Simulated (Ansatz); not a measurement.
# What LiHgBr3 (built on the sites of a database entry of CsHgF3) distorts into

Which phase does LiHgBr3 (built on the sites of a database entry of CsHgF3) fall into along its unstable mode, and how much energy does it gain?

Main program and level: Ansatz 0.2.0; DFT PBEsol, scalar-relativistic, plane waves, PAW.

The structure was built from a prototype and need not be the compound's stable phase.

## Step 1: The starting structure

It takes space group Pm-3m (No. 221, cubic). The conventional cell has a = 5.459 Å, b = 5.459 Å, c = 5.459 Å, α = 90.00°, β = 90.00°, γ = 90.00°. Nearest to Li lie 12 Br at 3.86 Å. Nearest to Hg lie 6 Br at 2.73 Å. Br has 2 Hg at 2.73 Å nearest. Farther neighbours and most contacts between anions are not listed.

## Step 2: Phonons on a q mesh

The cell comes from relaxations at this level that are not shown. Stability and thermal properties need the whole zone. Linear response on a 2×2×2 q mesh gives force constants as far as a supercell of that size would.

The input, input.yaml:

```yaml
crystal:
  lattice:
    - [5.4589240501, 0.0, 0.0]
    - [0.0, 5.4589240501, 0.0]
    - [0.0, 0.0, 5.4589240501]
  atoms:
    - { symbol: Li, position: [0.0, 0.0, 0.0] }
    - { symbol: Hg, position: [0.5, 0.5, 0.5] }
    - { symbol: Br, position: [0.0, 0.5, 0.5] }
    - { symbol: Br, position: [0.5, 0.0, 0.5] }
    - { symbol: Br, position: [0.5, 0.5, 0.0] }
kpoints:
  mp_grid: { grid: [8, 8, 8] }
hamiltonian:
  xc: pbesol
scf:
  occupations: { method: methfessel_paxton, width: 0.2 }
output:
  eigenvalues: true
phonons:
  method: dfpt
  qmesh: [2, 2, 2]
  temperatures: { t_max: 1000, t_step: 50 }
  qpath:
    path:
      - [[0.0, 0.0, 0.0], [0.0, 0.5, 0.0], [0.5, 0.5, 0.0], [0.0, 0.0, 0.0], [0.5, 0.5, 0.5], [0.0, 0.5, 0.0]]
      - [[0.5, 0.5, 0.5], [0.5, 0.5, 0.0]]
    npoints: 10
```

Started as:

```sh
ansatz run input.yaml --threads 8 --pin off --max-ram 14336MiB --backend cpu --events-out ev --progress --plain --runs-dir out
```

Numbers of over 12 decimals in the logs are rounded to 6 here.

What it wrote:

```text
Engine: ansatz 0.2.0, aarch64-unknown-linux-gnu
Pseudopotentials: kind: paw
Pseudopotential: Li, paw, valence charge 3, recommended cutoff 420 eV (normal), Li.paw.azcp
Pseudopotential: Hg, paw, valence charge 20, recommended cutoff 420 eV (normal), Hg.paw.azcp
Pseudopotential: Br, paw, valence charge 7, recommended cutoff 420 eV (normal), Br.paw.azcp
Functional definition: PBEsol
  exchange = pbesol_x
  correlation = pbesol_c
Crystal: 5 atoms, lattice volume = 162.675 Å³
Basis set: ecut = 420 eV, 3191 PW (Γ), exchange–correlation on 80×80×80 points (8 copies of the dense FFT grid, shifted against one another)
Bands: 27, of which v1, the nominal top of the filled ones, is band 22 counted from 1 (21 counted from 0)
Symmetry: 48 space group operations
k-points: 35 of 512
Non-local potential: Li, projectors of the file, l = 0: 3, l = 1: 2, l = 2: 1
Non-local potential: Hg, projectors of the file, l = 0: 3, l = 1: 2, l = 2: 2, l = 3: 1
Non-local potential: Br, projectors of the file, l = 0: 2, l = 1: 2, l = 2: 2
PAW form: soft (Blöchl's): semilocal exchange-correlation on the pseudo side does not see the compensation charge
PAW frozen core: Hg, regenerated for the run's functional, and the local potential with it (the file was generated under x = pbe(κ = 0.804, μ = 0.219515), c = pbe(β = 0.066725))
PAW frozen core: Br, regenerated for the run's functional, and the local potential with it (the file was generated under x = pbe(κ = 0.804, μ = 0.219515), c = pbe(β = 0.066725))
PAW one-centre angular grid: Li, 110 points (default); XC on 64 Gauss nodes
PAW one-centre angular grid: Hg, 590 points (default); XC on 64 Gauss nodes
PAW one-centre angular grid: Br, 110 points (default); XC on 64 Gauss nodes
Initial density: superposition of atomic densities (neutral atoms: chi_scale 0, normalization atom), corrected by the library's trained network
Initial wavefunctions: pseudopotential atomic-orbital guess
Functional: x = pbesol(κ = 0.804, μ = 0.123457), c = pbesol(β = 0.046)
SCF iter   1: F=—  HF=-22083.316157 eV  |F-HF|=—  |Δ(HF+E_count)|=         —  Δρ=2.23e-3  dr2=1.10e-2  ethr=1.77e-3  ⟨swp⟩=6.5  Hψ=4337  notcnv=0
preconditioner: auto → none  [metal: Δε(μ)=0.120 eV  Ē_g=9.858 eV  σ=0.200 eV  W_gap=0.45  n_scr=26 (ndim 8)  ℏωp=17.0 eV  f_vac=0.200  D(μ)=0.75/eV (n_scr^D=0)  sad-step TF]
SCF iter   2: F=—  HF=-22083.317089 eV  |F-HF|=—  |Δ(HF+E_count)|=   9.31e-4  S|Δr|=    0.00e0  Δρ=1.33e-3  dr2=4.83e-3  ethr=2.49e-5  ⟨swp⟩=3.0  Hψ=1865  notcnv=0
preconditioner: auto → Resta (q_TF=auto, 2.194 Å⁻¹)  ε∞=4.0  [insulator: Δε(μ)=0.132 eV  Ē_g=9.878 eV  σ=0.200 eV  W_gap=0.50  n_scr=26 (ndim 8)  ℏωp=17.0 eV  f_vac=0.200  D(μ)=0.74/eV (n_scr^D=0)  ε∞_Penn≈4.0]
SCF iter   3: F=—  HF=-22083.316242 eV  |F-HF|=—  |Δ(HF+E_count)|=   8.47e-4  S|Δr|=    0.00e0  Δρ=3.60e-4  dr2=4.69e-4  ethr=1.10e-5  ⟨swp⟩=2.1  Hψ=1452  notcnv=0
SCF iter   4: F=—  HF=-22083.316236 eV  |F-HF|=—  |Δ(HF+E_count)|=   5.45e-6  S|Δr|=    0.00e0  Δρ=1.48e-4  dr2=1.45e-4  ethr=1.07e-6  ⟨swp⟩=2.6  Hψ=1444  notcnv=0  defer=1
SCF iter   5: F=—  HF=-22083.316263 eV  |F-HF|=—  |Δ(HF+E_count)|=   2.66e-5  S|Δr|=    0.00e0  Δρ=6.77e-5  dr2=1.29e-5  ethr=3.29e-7  ⟨swp⟩=2.5  Hψ=1490  notcnv=0  defer=2
SCF iter   6: F=—  HF=-22083.316261 eV  |F-HF|=—  |Δ(HF+E_count)|=   2.31e-6  S|Δr|=    0.00e0  Δρ=2.46e-5  dr2=1.75e-6  ethr=2.94e-8  ⟨swp⟩=2.0  Hψ=1579  notcnv=0  defer=3
SCF iter   7: F=—  HF=-22083.316260 eV  |F-HF|=—  |Δ(HF+E_count)|=   9.32e-7  S|Δr|=    0.00e0  Δρ=8.73e-6  dr2=1.59e-7  ethr=3.97e-9  ⟨swp⟩=2.1  Hψ=1418  notcnv=0  defer=2
SCF iter   8: F=—  HF=-22083.316260 eV  |F-HF|=—  |Δ(HF+E_count)|=   5.56e-8  S|Δr|=    0.00e0  Δρ=1.21e-6  dr2=3.34e-9  ethr=3.62e-10  ⟨swp⟩=2.8  Hψ=1744  notcnv=0  defer=2
SCF iter   9: F=—  HF=-22083.316260 eV  |F-HF|=—  |Δ(HF+E_count)|=   2.91e-9  S|Δr|=    0.00e0  Δρ=2.08e-7  dr2=1.04e-10  ethr=7.58e-12  ⟨swp⟩=2.1  Hψ=1436  notcnv=0  defer=2
SCF iter  10: F=-22083.316260 eV  HF=-22083.316260 eV  |F-HF|=1.09e-11  |Δ(HF+E_count)|=  1.82e-10  S|Δr|=    0.00e0  Δρ=4.30e-8  dr2=4.87e-12  ethr=1.00e-12  ⟨swp⟩=9.3  Hψ=5335  notcnv=0
SCF 1 converged in 10 iterations: F = -22083.316260 eV  dr2 = 4.87e-12
  greatest PAW one-centre occupation: 1.000 electrons in one spin orbital (limit 2), on the Hg atom at site 1 (counted from 0), in its partial waves of l = 0
Initial density: read from a saved state, or passed on in memory by an earlier SCF of this step, an earlier step, the calling program or the single point that the run made first
iter 1 solved again at ethr=5.30e-7 eV; its pass at ethr=3.10e-3 eV (dr2=2.33e-4 eV) is discarded
SCF iter   1: F=—  HF=-22083.316268 eV  |F-HF|=—  |Δ(HF+E_count)|=         —  Δρ=1.09e-6  dr2=2.41e-9  ethr=5.30e-7  ⟨swp⟩=3.7  Hψ=7146  notcnv=0
eigensolver tolerance schedule: the retry pair's looser diagonalisation over-reported the residual by 96886.51 of it (diagonalisation noise at an unbounded share of the residual, at the tolerance the schedule requests for it); recorded, not acted on — ethr = c·dr2/N_el stays at c = 1.0e-1
preconditioner: auto → Resta (q_TF=auto, 2.194 Å⁻¹)  ε∞=3.9  [insulator: Δε(μ)=0.145 eV  Ē_g=9.905 eV  σ=0.200 eV  W_gap=0.55  n_scr=26 (ndim 8)  ℏωp=17.0 eV  f_vac=0.197  D(μ)=0.74/eV (n_scr^D=0)  ε∞_Penn≈3.9]
SCF iter   2: F=—  HF=-22083.316260 eV  |F-HF|=—  |Δ(HF+E_count)|=   8.49e-6  S|Δr|=    0.00e0  Δρ=8.57e-7  dr2=1.43e-9  ethr=5.47e-12  ⟨swp⟩=4.5  Hψ=3029  notcnv=0
SCF iter   3: F=—  HF=-22083.316260 eV  |F-HF|=—  |Δ(HF+E_count)|=  3.42e-10  S|Δr|=    0.00e0  Δρ=4.60e-7  dr2=4.34e-10  ethr=3.26e-12  ⟨swp⟩=2.0  Hψ=1080  notcnv=0
SCF iter   4: F=—  HF=-22083.316260 eV  |F-HF|=—  |Δ(HF+E_count)|=  1.09e-10  S|Δr|=    0.00e0  Δρ=2.20e-7  dr2=9.86e-11  ethr=1.00e-12  ⟨swp⟩=2.0  Hψ=1112  notcnv=0
SCF iter   5: F=—  HF=-22083.316260 eV  |F-HF|=—  |Δ(HF+E_count)|=  2.18e-11  S|Δr|=    0.00e0  Δρ=9.59e-8  dr2=1.99e-11  ethr=1.00e-12  ⟨swp⟩=1.0  Hψ=945  notcnv=0
SCF iter   6: F=-22083.316260 eV  HF=-22083.316260 eV  |F-HF|=3.64e-12  |Δ(HF+E_count)|=  7.28e-12  S|Δr|=    0.00e0  Δρ=3.96e-8  dr2=3.05e-12  ethr=1.00e-12  ⟨swp⟩=3.7  Hψ=2267  notcnv=0
SCF 2 converged in 6 iterations: F = -22083.316260 eV  dr2 = 3.05e-12
phonons: the bands overlap, so this run is a metal and interpolates without the dipole-dipole term. If the crystal is really an insulator or semiconductor, its LO-TO splitting is missing
NSCF: frozen V_eff on 35 k-points
NSCF: frozen V_eff on 125 k-points
DFPT response loops at q = (0, 0, 0) (fractional): preconditioner auto → none (partly filled bands, converged f_vac=0.197); β = 0.50; Broyden in place of MSR1
NSCF: frozen V_eff on 250 k-points
DFPT response loops at q = (0, 0, -0.5) (fractional): mixed as the last ones told, above
NSCF: frozen V_eff on 250 k-points
DFPT response loops at q = (0, -0.5, -0.5) (fractional): mixed as the last ones told, above
NSCF: frozen V_eff on 250 k-points
DFPT response loops at q = (-0.5, -0.5, -0.5) (fractional): mixed as the last ones told, above
SCF converged after 10 iterations
Stability not checked: this state was not tested for a lower state beside it, because cold or Methfessel-Paxton smearing, or corrected tetrahedra, fill the levels in a way that the test cannot read (fill_not_monotonic; see scf.lower_state_search)
Free energy (F): -22083.316260 eV
Harris-Foulkes:  -22083.316260 eV  (|F-HF|=1.09e-11)
Internal energy: -22083.318488 eV  (E = F + TS)
E sigma→0 (E₀):  -22083.316817 eV
Entropy (-TS):   0.002229 eV (0.446 meV/atom)
Fermi energy:    2.931899 eV
--- Per-component energies (eV) ---
  E_band       = -752.201034
  E_kinetic    = 1021.969521
  E_local      = -5613.108654  (includes V_loc(G=0)·N_el)
  E_nonlocal   = 256.385604
  E_hartree    = 2328.136480
  E_xc         = -1011.653893
  E_vxc        = -583.804292  (∫ρ·V_xc dr)
  E_paw        = -16429.139626  (= ΣΔE_a)
  E_vpaw       = -489.917083  (= ΣTr[D̂ρ^β])
  E_aug_tail   = 0.000912  (compensation charges beyond the density's cutoff)
  E_ewald      = -2636.514295
  E_core_change = 0.605462  (= ΣΔE_core)
  E_smearing   = 0.002229  (= −TS)
  E_closure    = 0.000000  (closes the sum)
  Σ components = -22083.316260   (vs F -22083.316260, Δ=0.00e0)
--- Band table (eV; the first three rows and the last of 35) ---
  k-point 0: bands = [... 18 lower, 1.4986, 1.5721, 1.6394, 1.6394, 1.6394, 5.3267, 9.3250, 9.3250, ... 1 higher]
  k-point 1: bands = [... 18 lower, 1.4918, 1.4918, 1.6275, 1.6275, 2.3995, 5.4782, 8.8949, 9.4783, ... 1 higher]
  k-point 2: bands = [... 18 lower, 1.4623, 1.4623, 1.6094, 1.6094, 3.5288, 5.8838, 8.3003, 9.1574, ... 1 higher]
  k-point 34: bands = [... 18 lower, 2.1996, 2.1996, 3.0557, 3.0557, 6.0625, 7.6862, 7.6862, 7.6862, ... 1 higher]
--- Phonons (Γ-DFPT): 4 representative perturbations + reference (Σ response iterations 12) ---
  ASR residual: 1.900e-5 → 0.000e0 eV/Å²; symmetrization residual: 1.413e-6 eV/Å²
  ASR residual per site (eV/Å²): 1.90e-5 1.37e-5 7.15e-6 7.15e-6 7.15e-6
  Γ frequencies (cm⁻¹): -170.35 -170.35 -170.35 -31.33 -31.33 -31.33 0.00 0.00 0.00 39.65 39.65 39.65 168.86 168.86 168.86
--- Phonons (arbitrary-q DFPT): 4 irreducible q on the 2×2×2 mesh ---
  q = [0.0000, 0.0000, 0.0000] (star 1, of the zone-centre solve; hermiticity 4.18e-7, symmetrization 3.54e-12): -170.35 -170.35 -170.35 -31.33 -31.33 -31.33 -0.00 -0.00 0.00 39.65 39.65 39.65 168.86 168.86 168.86
  q = [0.0000, 0.0000, -0.5000] (star 3, 9 solved perturbations in 975 linear systems a pass and spin channel, the states on 125 of 512 k-point pairs; hermiticity 3.91e-7, symmetrization 9.62e-13): -162.44 -162.44 -85.23 -30.59 -30.59 -27.77 23.49 23.49 29.97 29.97 39.03 96.53 146.83 169.23 169.23
  q = [0.0000, -0.5000, -0.5000] (star 3, 9 solved perturbations in 975 linear systems a pass and spin channel, the states on 125 of 512 k-point pairs; hermiticity 2.73e-7, symmetrization 2.73e-13): -152.34 -145.53 -145.53 -56.89 -43.33 -24.77 -24.77 32.54 50.61 50.61 54.50 102.65 102.65 165.15 169.92
  q = [-0.5000, -0.5000, -0.5000] (star 1, 4 solved perturbations in 350 linear systems a pass and spin channel, the states on 125 of 512 k-point pairs; hermiticity 7.43e-8, symmetrization 1.19e-11): -168.55 -168.55 -168.55 -56.94 -56.94 -56.94 -37.82 -37.82 70.13 70.13 70.13 97.72 97.72 97.72 181.12
  sum rule: each row above includes the acoustic sum rule's correction from the zone centre's row sums; it moved no ω² by more than (0.86 cm⁻¹)²
  mesh force constants: q→R imaginary residual 3.74e-18; ASR residual 1.900e-5 → 0.000e0 eV/Å²; symmetrization residual 7.994e-15 eV/Å²
  interpolated dispersion: 62 rows × 15 modes
  density of states and harmonic sums: on the 12×12×12 q-mesh, interpolated from the force constants of a 2×2×2 supercell (no non-analytic term)
  largest difference from the sums on the solved wave vectors: F 1.98e-1 eV, S 2.62e-4 and C_V 6.41e-5 eV/K
  zero-point energy: 0.045796 eV/cell   skipped modes (ω ≤ 0): 536, of them read as no rigid motion or as one in doubt: 533 (6.255e0 modes/cell left out, lowest -170.35 cm⁻¹)   left out of the sums: 4.17e-1 of the cell's modes: C_V's classical limit lies that fraction below 3 k_B per atom; for a crystal, a wire or a layer, F and S can be off by more, and a phonons.interpolated_qmesh denser along its periods is the remedy for the sampling
```

It took 2.1 min on 8 threads of Arm Neoverse V2, shared host; peak memory 1.6 GiB.

The column dr2 measures how far the density is from self-consistency, as an energy; F and HF (Harris–Foulkes) agree once it is small.

This step gave:

| Quantity | Value |
| --- | --- |
| volume per atom | 32.54 Å³ |
| gap on the k-mesh | 0 eV |
| sum-rule residual before enforcement | 1.90e-5 eV/Å² |
| lowest frequency on the path | -170.4 cm⁻¹ |
| point group | m-3m |
| highest frequency on the path or at a solved wavevector | 185.2 cm⁻¹ |
| highest optical mode at the zone centre (no LO-TO term) | 168.9 cm⁻¹ |
| lowest optical zone-centre mode | -170.3 cm⁻¹ |
| lowest mode on the q mesh (acoustic modes at Γ apart) | -170.3 cm⁻¹ |

Frequencies (cm⁻¹) solved at each irreducible wavevector; negative means imaginary. Frequencies by wavevector, by row:

| q in reciprocal lattice units | star | mode 1 | mode 2 | mode 3 | mode 4 | mode 13 | mode 14 | mode 15 |
| --- | --- | --- | --- | --- | --- | --- | --- | --- |
| 0 0 0 | 1 | -170.3 | -170.3 | -170.3 | -31.3 | 168.9 | 168.9 | 168.9 |
| 0 0 -0.5 | 3 | -162.4 | -162.4 | -85.2 | -30.6 | 146.8 | 169.2 | 169.2 |
| 0 -0.5 -0.5 | 3 | -152.3 | -145.5 | -145.5 | -56.9 | 102.7 | 165.2 | 169.9 |
| -0.5 -0.5 -0.5 | 1 | -168.6 | -168.6 | -168.6 | -56.9 | 97.7 | 97.7 | 181.1 |

Interpolated from a 2×2×2 q mesh. The phonon branches at the labelled points (cm⁻¹):

| point | branch 1 | branch 2 | branch 3 | branch 4 | branch 12 | branch 13 | branch 14 | branch 15 |
| --- | --- | --- | --- | --- | --- | --- | --- | --- |
| Γ | -170 | -170 | -170 | -31 | 40 | 169 | 169 | 169 |
| halfway | -166 | -166 | -134 | -30 | 69 | 159 | 169 | 169 |
| X | -162 | -162 | -85 | -31 | 96 | 147 | 169 | 169 |
| halfway | -158 | -154 | -123 | -49 | 99 | 106 | 170 | 171 |
| M | -152 | -146 | -146 | -57 | 103 | 103 | 165 | 170 |
| halfway | -162 | -148 | -141 | -44 | 71 | 134 | 169 | 173 |
| Γ | -170 | -170 | -170 | -31 | 40 | 169 | 169 | 169 |
| halfway | -153 | -153 | -146 | -47 | 75 | 133 | 133 | 184 |
| R | -168 | -168 | -168 | -57 | 98 | 98 | 98 | 181 |
| halfway | -159 | -156 | -141 | -51 | 97 | 99 | 132 | 184 |
| X | -162 | -162 | -85 | -31 | 96 | 147 | 169 | 169 |
| jump to R | -168 | -168 | -168 | -57 | 98 | 98 | 98 | 181 |
| halfway | -161 | -157 | -157 | -57 | 100 | 100 | 116 | 183 |
| M | -152 | -146 | -146 | -57 | 103 | 103 | 165 | 170 |

Symmetry leaves 4 wavevectors to solve. The lowest mode among them, the acoustic zeros apart, lies at Γ and is imaginary, 170.3i cm⁻¹, so the energy falls along it.

## Step 3: The mode frozen in, largest atomic shift 0 Å

The mode followed lies at q = (-0.5, -0.5, -0.5) with frequency 168.5i cm⁻¹ and is 3-fold degenerate, one of the unstable modes though not the softest. At small amplitude the distorted cell has space group no. 74 by a symmetry search on the positions. The undistorted cell that holds it gives the zero of energy on the same k mesh.

System of this step: LiHgBr3 (built on the sites of a database entry of CsHgF3). It takes space group Pm-3m (No. 221, cubic). Conventional cell: a = 5.459 Å, b = 5.459 Å, c = 5.459 Å, α = 90.00°, β = 90.00°, γ = 90.00°. Nearest to Li lie 12 Br at 3.86 Å. Nearest to Hg lie 6 Br at 2.73 Å. Nearest to Br lie 2 Hg at 2.73 Å. Farther neighbours and most contacts between anions are not listed.

The input, input.yaml:

```yaml
crystal:
  lattice:
    - [5.4589240501, 5.4589240501, 0.0]
    - [5.4589240501, 0.0, 5.4589240501]
    - [5.4589240501, 0.0, -5.4589240501]
  atoms:
    - { symbol: Li, position: [0.0, 0.5, 0.5] }
    - { symbol: Li, position: [0.0, 0.0, 1.0] }
    - { symbol: Hg, position: [0.5, 0.25, 0.75] }
    - { symbol: Hg, position: [0.5, 0.75, 0.25] }
    - { symbol: Br, position: [0.5, 0.0, 0.5] }
    - { symbol: Br, position: [0.5, 0.5, 0.0] }
    - { symbol: Br, position: [0.0, 0.0, 0.5] }
    - { symbol: Br, position: [0.0, 0.5, 0.0] }
    - { symbol: Br, position: [0.5, 0.5, 0.5] }
    - { symbol: Br, position: [0.5, 0.0, 0.0] }
kpoints:
  mp_grid: { grid: [8, 8, 8] }
hamiltonian:
  xc: pbesol
scf:
  occupations: { method: methfessel_paxton, width: 0.2 }
output:
  forces: true
  stress: true
  eigenvalues: true
```

What it wrote:

```text
[...]
Crystal: 10 atoms, lattice volume = 325.350 Å³
Basis set: ecut = 420 eV, 6375 PW (Γ), exchange–correlation on 108×108×108 points (8 copies of the dense FFT grid, shifted against one another)
Bands: 54, of which v1, the nominal top of the filled ones, is band 44 counted from 1 (43 counted from 0)
Symmetry: 96 space group operations
[...]
k-points: 29 of 512
[...]
k-point 0: bands = [... 40 lower, 2.2008, 2.2008, 2.2008, 3.0577, 3.0577, 5.3270, 6.0627, 7.6858, ... 6 higher]
  k-point 1: bands = [... 40 lower, 2.1377, 2.1701, 2.2231, 2.9036, 2.9036, 5.4417, 6.1412, 7.2215, ... 6 higher]
  k-point 2: bands = [... 40 lower, 1.9211, 2.0848, 2.5710, 2.5710, 2.9745, 5.7581, 6.3482, 6.4578, ... 6 higher]
  k-point 28: bands = [... 40 lower, 1.8902, 1.8902, 2.1346, 2.1346, 5.8009, 5.8009, 7.0687, 7.0687, ... 6 higher]
[key lines of the parts left out:]
SCF converged after 7 iterations
Free energy (F): -44166.624096 eV
Fermi energy:    2.976592 eV
P = ⅓ Tr σ = 0.0305 GPa (0.305 kbar)
```

The job ended after 3.4 s (8 threads; peak memory 1.3 GiB).

This step gave:

```
pressure                         : 0.03048 GPa
energy from the undistorted cell : 0 meV/atom
```

The run ends at a pressure of 0.03 GPa.

## Step 4: The mode frozen in, largest atomic shift 0.6 Å

The atoms are moved along the unstable eigenvector, the largest shift by 0.6 Å, with the cell fixed.

The input, input.yaml:

```yaml
crystal:
  lattice:
    - [5.4589240501, 5.4589240501, 0.0]
    - [5.4589240501, 0.0, 5.4589240501]
    - [5.4589240501, 0.0, -5.4589240501]
  atoms:
    - { symbol: Li, position: [0.0777193573, 0.4222806427, 0.5] }
    - { symbol: Li, position: [-0.0777193573, 0.0777193573, 1.0] }
    - { symbol: Hg, position: [0.5, 0.25, 0.75] }
    - { symbol: Hg, position: [0.5, 0.75, 0.25] }
    - { symbol: Br, position: [0.4953872166, 0.0046127834, 0.5] }
    - { symbol: Br, position: [0.5046127834, 0.4953872166, 0.0] }
    - { symbol: Br, position: [0.0, 0.0023063917, 0.5023063917] }
    - { symbol: Br, position: [0.0, 0.4976936083, -0.0023063917] }
    - { symbol: Br, position: [0.5, 0.4976936083, 0.4976936083] }
    - { symbol: Br, position: [0.5, 0.0023063917, 0.0023063917] }
kpoints:
  mp_grid: { grid: [8, 8, 8] }
hamiltonian:
  xc: pbesol
scf:
  occupations: { method: methfessel_paxton, width: 0.2 }
output:
  forces: true
  stress: true
  eigenvalues: true
```

What it wrote:

```text
[...]
Crystal: 10 atoms, lattice volume = 325.350 Å³
Basis set: ecut = 420 eV, 6375 PW (Γ), exchange–correlation on 108×108×108 points (8 copies of the dense FFT grid, shifted against one another)
Bands: 54, of which v1, the nominal top of the filled ones, is band 44 counted from 1 (43 counted from 0)
Symmetry: 8 space group operations
[...]
k-points: 95 of 512
[...]
k-point 0: bands = [... 40 lower, 2.0921, 2.1338, 2.1631, 2.9761, 3.0004, 5.4858, 6.2538, 7.5465, ... 6 higher]
  k-point 1: bands = [... 40 lower, 2.0708, 2.1132, 2.1634, 2.8226, 2.8470, 5.5979, 6.3313, 7.1613, ... 6 higher]
  k-point 2: bands = [... 40 lower, 1.8538, 2.0060, 2.4927, 2.5146, 2.9157, 5.9086, 6.3764, 6.5525, ... 6 higher]
  k-point 94: bands = [... 40 lower, 1.5652, 1.5673, 2.1514, 2.9915, 5.3537, 6.8962, 7.0871, 7.2889, ... 6 higher]
[key lines of the parts left out:]
SCF converged after 7 iterations
Free energy (F): -44166.894111 eV
Fermi energy:    2.909517 eV
P = ⅓ Tr σ = 0.0588 GPa (0.588 kbar)
```

It took 10 s on 8 threads; peak memory 1.8 GiB; 78 s of CPU time.

This step gave:

```
pressure                         : 0.05876 GPa
energy from the undistorted cell : -27.01 meV/atom
```

The energy, extrapolated to zero smearing, is -27.01 meV/atom against the undistorted cell.

The run ends at a pressure of 0.06 GPa, with forces up to 0.39 eV/Å.

[end of part 1 of 2]

[Logs are printed without paths, hosts, clocks, repeated set-up lines and the standing remarks that a program may print on its own settings, such as how far it seeks lower states.]

[Hosts, paths, dates, database ids (printed as entryN), source tags and the programs' standing remarks are cut or masked in the printed files.]
